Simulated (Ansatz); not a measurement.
# TePtS monolayer, Janus under uniaxial strain along a, the zigzag direction, with the width clamped, part 2 of 2

Aim: how do the optical modes of TePtS monolayer, Janus shift and split under this strain?

Ansatz 0.2.0; DFT PBE, scalar-relativistic, plane waves, PAW; PAW set soft_1.

So far, highest optical mode at the zone centre (no LO-TO term) (cm⁻¹): step 5 (modes at rest) 285.

### Step 7. Zone-centre modes of the member: uniaxial strain of +5 % along a, the zigzag direction, with the width clamped

The zone-centre modes follow for uniaxial strain of +5 % along a, the zigzag direction, with the width clamped.

The input, input.yaml:

```yaml
crystal:
  lattice:
    - [4.0012332127, 0.0, 0.0]
    - [-2.0006166064, 3.300161532, 0.0]
    - [0.0, 0.0, 30.0]
  atoms:
    - { symbol: Pt, position: [0.001700045, 0.00340009, 0.3346802975] }
    - { symbol: S, position: [0.336470993, 0.6729419861, 0.3729673668] }
    - { symbol: Te, position: [0.6618289619, 0.3236579237, 0.2890190025] }
  periodic: [true, true, false]
kpoints:
  mp_grid: { grid: [9, 9, 1] }
hamiltonian:
  xc: pbe
  pseudopotentials: { kind: paw, azcp: { folder: soft_1 } }
scf:
  occupations: { method: fixed }
output:
  eigenvalues: true
phonons:
  method: dfpt
```

Command:

```bash
$ ansatz run input.yaml --threads 4 --pin off --max-ram 16384MiB --backend cpu --events-out ev --progress --plain --runs-dir out
```

Numbers of over 12 decimals in the logs are rounded to 6 here.

The log of the run:

```text
zone centre: on kpoints.mp_grid the ground state, and the responses unless they are solved on pairs of k-points, stand on 25 of the mesh's 81 k-points, reduced under 2 symmetry operations, with k and −k counted as one. Each operation leaves every solved displacement unchanged or reverses it
[...]
Crystal: 3 atoms, lattice volume = 396.141 Å³
Basis set: ecut = 420 eV, 7813 PW (Γ), exchange–correlation on 54×54×432 points (8 copies of the dense FFT grid, shifted against one another)
Bands: 24, of which v1, the nominal top of the filled ones, is band 20 counted from 1 (19 counted from 0)
Symmetry: 2 space group operations
k-points: 25 of 81 (time reversal used)
[...]
SCF iter   1: F=—  HF=-20408.593475 eV  |F-HF|=—  |Δ(HF+E_count)|=         —  Δρ=3.12e-2  dr2=5.86e0  ethr=3.10e-3  ⟨swp⟩=7.7  Hψ=3198  notcnv=0  defer=50
[...]
SCF iter  15: F=-20407.589652 eV  HF=-20407.589652 eV  |F-HF|=2.18e-11  |Δ(HF+E_count)|=  7.28e-12  Δρ=3.11e-8  dr2=8.25e-12  ethr=1.00e-12  ⟨swp⟩=24.7  Hψ=6626  notcnv=0
SCF 1 converged in 15 iterations: F = -20407.589652 eV  dr2 = 8.25e-12
[...]
SCF converged after 15 iterations
Free energy (F): -20407.589652 eV
[...]
Internal energy: -20407.589652 eV  (E = F + TS)
E sigma→0 (E₀):  -20407.589652 eV
Fermi energy:    -5.457043 eV
[...]
--- Band table (eV; the first three rows and the last of 25) ---
  k-point 0: bands = [... 16 lower, -7.0122, -5.9968, -5.9364, -5.6216, -2.9227, -2.9065, -1.6735, -0.6293]
  k-point 1: bands = [... 16 lower, -7.2495, -6.0717, -5.9775, -5.5932, -3.6099, -3.1281, -1.3553, -0.3634]
  k-point 2: bands = [... 16 lower, -7.7090, -6.3320, -6.2698, -5.4570, -4.4819, -3.3617, -0.7120, -0.6578]
  k-point 24: bands = [... 16 lower, -8.1793, -7.1655, -7.0069, -5.9791, -4.3016, -3.8511, -0.2290, 0.4616]
[...]
ASR residual: 4.953e-5 → 0.000e0 eV/Å²; symmetrization residual: 2.358e-5 eV/Å²
  ASR residual per site (eV/Å²): 2.07e-5 4.95e-5 3.64e-5
  Γ frequencies (cm⁻¹): 0.00 0.00 0.00 162.48 164.97 176.20 207.30 234.92 274.10
[...]
```

The job ended after 86 s (4 threads of Arm Neoverse V1, shared host; peak memory 1.3 GiB; 5.4 min of CPU time).

Numbers from this step:

- gap on the k-mesh: 0.8763 eV
- sum-rule residual before enforcement: 4.95e-5 eV/Å²
- point group: m
- highest optical mode at the zone centre (no LO-TO term): 274.1 cm⁻¹
- lowest optical zone-centre mode: 162.5 cm⁻¹

Without the LO-TO term. Patterns of degenerate modes are one choice out of their space. The modes at Γ (shares of kinetic energy by element, %):

| mode | frequency (cm⁻¹) | symmetry | Pt % | S % | Te % |
| --- | --- | --- | --- | --- | --- |
| 1 | 0.0 | acoustic | 55 | 9 | 36 |
| 2 | 0.0 | acoustic | 55 | 9 | 36 |
| 3 | 0.0 | acoustic | 55 | 9 | 36 |
| 4 | 162.5 | A'' | 27 | 9 | 64 |
| 5 | 165.0 | A' | 30 | 6 | 64 |
| 6 | 176.2 | A' | 31 | 5 | 64 |
| 7 | 207.3 | A'' | 18 | 82 | 0 |
| 8 | 234.9 | A' | 15 | 84 | 0 |
| 9 | 274.1 | A' | 13 | 87 | 0 |

The lowest optical mode is real, 162 cm⁻¹, and the highest lies at 274.1 cm⁻¹.

For the highest optical mode at the zone centre (no LO-TO term), step 5 gave 285 cm⁻¹; this run, with strain 5 %, gives 274 cm⁻¹ (-4 %).

### Step 8. Relaxation of a member: uniaxial strain of -3 % along a, the zigzag direction, with the width clamped

The cell takes a uniaxial strain of -3 % along a, the zigzag direction, with the width clamped. The cell is held, and the atoms relax in it.

The input, input.yaml:

```yaml
crystal:
  lattice:
    - [3.6963773488, 0.0, 0.0]
    - [-1.8481886744, 3.300161532, 0.0]
    - [0.0, 0.0, 30.0]
  atoms:
    - { symbol: Pt, position: [-0.0004565346, -0.0009130691, 0.3350944909] }
    - { symbol: S, position: [0.3314657349, 0.6629314698, 0.3752329487] }
    - { symbol: Te, position: [0.6689907997, 0.3379815993, 0.286339227] }
  periodic: [true, true, false]
kpoints:
  mp_grid: { grid: [9, 9, 1] }
hamiltonian:
  xc: pbe
  pseudopotentials: { kind: paw, azcp: { folder: soft_1 } }
scf:
  occupations: { method: gaussian, width: 0.02 }
output:
  forces: true
  stress: true
  eigenvalues: true
relax:
  adjacent_minimum: "off"
  f_tol: 0.001
  max_steps: 60
```

The log of the run:

```text
[...]
Crystal: 3 atoms, lattice volume = 365.959 Å³
Basis set: ecut = 420 eV, 7169 PW (Γ), exchange–correlation on 50×54×432 points (8 copies of the dense FFT grid, shifted against one another)
Bands: 24, of which v1, the nominal top of the filled ones, is band 20 counted from 1 (19 counted from 0)
Symmetry: 2 space group operations
[...]
--- Relaxed structure (6 steps of the walk, 5 accepted, 0 SCFs on fresh bases) ---
  F+E_penalty+E_count = -20407.62708369 eV   max|allowed force component| = 2.825e-4 eV/Å
  cell:  # Å, volume = 365.9593 Å³
    - [3.6963773488, 0.0, 0.0]
    - [-1.8481886744, 3.300161532, 0.0]
    - [0.0, 0.0, 30.0]
  atoms:
    - { symbol: Pt, position: [-0.000648179, -0.00129636, 0.335157] }
    - { symbol: S, position: [0.330406, 0.660811, 0.375579] }
    - { symbol: Te, position: [0.670243, 0.340485, 0.285931] }
[key lines of the parts left out:]
SCF converged after 4 iterations
Free energy (F): -20407.627084 eV
Fermi energy:    -5.012815 eV
P = ½ c Tr σ = 1.2628 N/m
```

Run time: 37 s. Hardware: 4 threads; peak memory 0.75 GiB.

The steps of the relaxation:

| step | energy less that of the first step (eV) | largest force component (eV/Å) |
| --- | --- | --- |
| 1 | 0.0000 | 0.1532 |
| 2 | 0.0016 | 0.2316 |
| 3 | -0.0020 | 0.0155 |
| 4 | -0.0020 | 0.0086 |
| 5 | -0.0020 | 0.0003 |
| 6 | -0.0020 | 0.0003 |

Relaxation step 2 was tried and not accepted.

The run keeps the 2 symmetry operations that it works with, so distortions that break them were not tested.

The atoms that moved most (Å):

| atom | dx | dy | dz | length |
| --- | --- | --- | --- | --- |
| Te3 | 0.000 | 0.008 | -0.012 | 0.015 |
| S2 | 0.000 | -0.007 | 0.010 | 0.013 |

Final coordinates:

```cif
data_structure
_symmetry_space_group_name_H-M 'P 1'
_symmetry_Int_Tables_number 1
_cell_length_a 3.6964
_cell_length_b 3.7824
_cell_length_c 30.0000
_cell_angle_alpha 90.000
_cell_angle_beta 90.000
_cell_angle_gamma 119.250
_cell_volume 365.96
loop_
_atom_site_label
_atom_site_type_symbol
_atom_site_fract_x
_atom_site_fract_y
_atom_site_fract_z
_atom_site_occupancy
Pt1 Pt 0.99935 0.99870 0.33516 1
S2 S 0.33041 0.66081 0.37558 1
Te3 Te 0.67024 0.34049 0.28593 1
```

This step gave:

```yaml
gap_on_the_k_mesh: 0.7316 eV
area_per_atom: 4.066 Å²
```

The largest force component left is 0.28 meV/Å.

### Step 9. Zone-centre modes of the member: uniaxial strain of -3 % along a, the zigzag direction, with the width clamped

The zone-centre modes follow for uniaxial strain of -3 % along a, the zigzag direction, with the width clamped.

input.yaml, the sections that differ from step 8:

```yaml
crystal:
  lattice:
    - [3.6963773488, 0.0, 0.0]
    - [-1.8481886744, 3.300161532, 0.0]
    - [0.0, 0.0, 30.0]
  atoms:
    - { symbol: Pt, position: [-0.0006481792, -0.0012963584, 0.3351571485] }
    - { symbol: S, position: [0.3304056656, 0.6608113312, 0.3755785439] }
    - { symbol: Te, position: [0.6702425136, 0.3404850272, 0.2859309741] }
  periodic: [true, true, false]
scf:
  occupations: { method: fixed }
output:
  eigenvalues: true
phonons:
  method: dfpt
# kpoints, hamiltonian: as in step 8
# relax: removed
```

The log of the run:

```text
[...]
Crystal: 3 atoms, lattice volume = 365.959 Å³
Basis set: ecut = 420 eV, 7169 PW (Γ), exchange–correlation on 54×54×432 points (8 copies of the dense FFT grid, shifted against one another)
Bands: 24, of which v1, the nominal top of the filled ones, is band 20 counted from 1 (19 counted from 0)
Symmetry: 2 space group operations
k-points: 25 of 81 (time reversal used)
[...]
k-point 2: bands = [... 16 lower, -7.9061, -6.3928, -5.7034, -5.6980, -4.3626, -3.0149, -0.7225, -0.0949]
  k-point 24: bands = [... 16 lower, -7.8314, -7.3479, -7.0405, -5.8560, -4.4365, -3.4209, -0.2672, 0.5892]
  ° read free of the cell's end (the report's vacuum.weakly_bound_levels)
[...]
ASR residual: 1.057e-4 → 0.000e0 eV/Å²; symmetrization residual: 1.506e-5 eV/Å²
  ASR residual per site (eV/Å²): 8.75e-5 1.06e-4 5.29e-5
  Γ frequencies (cm⁻¹): 0.00 0.00 0.00 166.94 167.59 177.40 245.11 255.95 291.42
[...]
[key lines of the parts left out:]
SCF converged after 17 iterations
Free energy (F): -20407.627084 eV
Fermi energy:    -5.378407 eV
```

The job ended after 77 s (4 threads; peak memory 1.3 GiB; 4.9 min of CPU time).

Numbers from this step:

| Property | Result |
| --- | --- |
| sum-rule residual before enforcement | 1.06e-4 eV/Å² |
| highest optical mode at the zone centre (no LO-TO term) | 291.4 cm⁻¹ |
| lowest optical zone-centre mode | 166.9 cm⁻¹ |

Without the LO-TO term. Patterns of degenerate modes are one choice out of their space. Modes at Γ, with each element's share of the kinetic energy:

| mode | frequency (cm⁻¹) | symmetry | Pt % | S % | Te % |
| --- | --- | --- | --- | --- | --- |
| 1 | 0.0 | acoustic | 55 | 9 | 36 |
| 2 | 0.0 | acoustic | 55 | 9 | 36 |
| 3 | 0.0 | acoustic | 55 | 9 | 36 |
| 4 | 166.9 | A' | 26 | 11 | 63 |
| 5 | 167.6 | A'' | 27 | 10 | 63 |
| 6 | 177.4 | A' | 33 | 3 | 64 |
| 7 | 245.1 | A' | 19 | 80 | 1 |
| 8 | 255.9 | A'' | 18 | 81 | 1 |
| 9 | 291.4 | A' | 12 | 88 | 0 |

The lowest optical mode is real, 167 cm⁻¹, and the highest lies at 291.4 cm⁻¹.

Between step 5 and this run (strain -3 %) the value for the highest optical mode at the zone centre (no LO-TO term) moves from 285 cm⁻¹ to 291 cm⁻¹ (+2 %).

### Step 10. The series together

The members are set side by side, also those not shown above.

Energies are extrapolated to zero smearing, and E0 is that at rest; the cell is clamped and the atoms are relaxed. State of the crystal along the series:

| strain (%) | E - E0 (meV/atom) | gap on mesh (eV) |
| --- | --- | --- |
| -3 | 7.748 | 0.7316 |
| -2 | 3.426 | 0.8231 |
| -1 | 0.8506 | 0.8665 |
| 0 | 0 | 0.8926 |
| 1 | 0.8385 | 0.8948 |
| 2 | 3.331 | 0.8953 |
| 3 | 7.429 | 0.8945 |
| 4 | 13.08 | 0.8927 |
| 5 | 20.23 | 0.8762 |

Optical modes are counted from below at rest and tracked from member to member by their patterns, and modes that stay within 0.3 cm⁻¹ of each other stand once; labels, where given, are those at rest, then, where named, those of the strained cell; the cell is clamped and the atoms are relaxed. Optical modes along the series:

| strain (%) | optical mode 1 E to A'' single part (cm⁻¹) | optical mode 2 E to A' single part (cm⁻¹) | optical mode 3 A1 to A' (cm⁻¹) | optical mode 4 E to A'' single part (cm⁻¹) | optical mode 5 E to A' single part (cm⁻¹) | optical mode 6 A1 to A' (cm⁻¹) |
| --- | --- | --- | --- | --- | --- | --- |
| -3 | 167.6 | 166.9 | 177.4 | 255.9 | 245.1 | 291.4 |
| -2 | 167.7 | 167.1 | 177.7 | 251.4 | 243.6 | 289.4 |
| -1 | 167.6 | 167.2 | 177.9 | 246.3 | 242.2 | 287.4 |
| 0 | 167.2 | 167.2 | 177.9 | 240.8 | 240.8 | 285.3 |
| 1 | 166.7 | 167.1 | 177.8 | 234.9 | 239.5 | 283.1 |
| 2 | 165.9 | 166.9 | 177.5 | 228.6 | 238.2 | 280.9 |
| 3 | 164.9 | 166.4 | 177.2 | 221.9 | 237 | 278.6 |
| 4 | 163.8 | 165.8 | 176.7 | 214.8 | 235.9 | 276.4 |
| 5 | 162.5 | 165 | 176.2 | 207.3 | 234.9 | 274.1 |

Value and slope at zero strain of a cubic (a lower polynomial where under five rows exist) through the rows within 2 % of rest. Slopes at rest:

| mode | frequency (cm⁻¹) | shift per percent of strain (cm⁻¹) |
| --- | --- | --- |
| optical mode 1 E to A'' single part | 167.2 | -0.47 |
| optical mode 2 E to A' single part | 167.2 | -0.05 |
| optical mode 3 A1 to A' | 177.9 | -0.05 |
| optical mode 4 E to A'' single part | 240.8 | -5.71 |
| optical mode 5 E to A' single part | 240.8 | -1.37 |
| optical mode 6 A1 to A' | 285.3 | -2.15 |

### Step 11. Summary of results

```json
{
  "members": "9",
  "highest optical mode at the zone centre (no LO-TO term), at rest": "285.3 cm⁻¹",
  "optical mode 3 A1 to A', shift per percent": "-0.05 cm⁻¹",
  "optical mode 4 E to A'' single part, shift per percent": "-5.71 cm⁻¹",
  "optical mode 5 E to A' single part, shift per percent": "-1.37 cm⁻¹",
  "optical mode 6 A1 to A', shift per percent": "-2.15 cm⁻¹"
}
```

**Reading.** The strain lowers the symmetry: the level at 240.8 cm⁻¹ splits, into 207.3 and 234.9 cm⁻¹ at +5 %. Within 2 % of rest optical mode 1 E to A'' single part, optical mode 2 E to A' single part and optical mode 3 A1 to A' bend away from a straight line, so a single slope holds only near rest. The fastest shift in the table of slopes is -5.7 cm⁻¹ for each percent (optical mode 4 E to A'' single part). The width is clamped, so the contraction across the strain that a free sheet shows is left out. These are harmonic frequencies at zero temperature: anharmonic shifts, linewidths and thermal expansion are left out. Spin-orbit coupling is left out, which can matter for the heavy elements here. The starting cell was built on a prototype and not taken from a measurement. Only the zone centre was solved, so an instability at another wavevector cannot show here. In a sheet the LO-TO splitting vanishes at the zone centre, so no such term is missing here.

[Logs are printed without paths, hosts, clocks, repeated set-up lines and the standing remarks that a program may print on its own settings, such as how far it seeks lower states.]

[Hosts, paths, dates, database ids (printed as entryN), source tags and the programs' standing remarks are cut or masked in the printed files.]
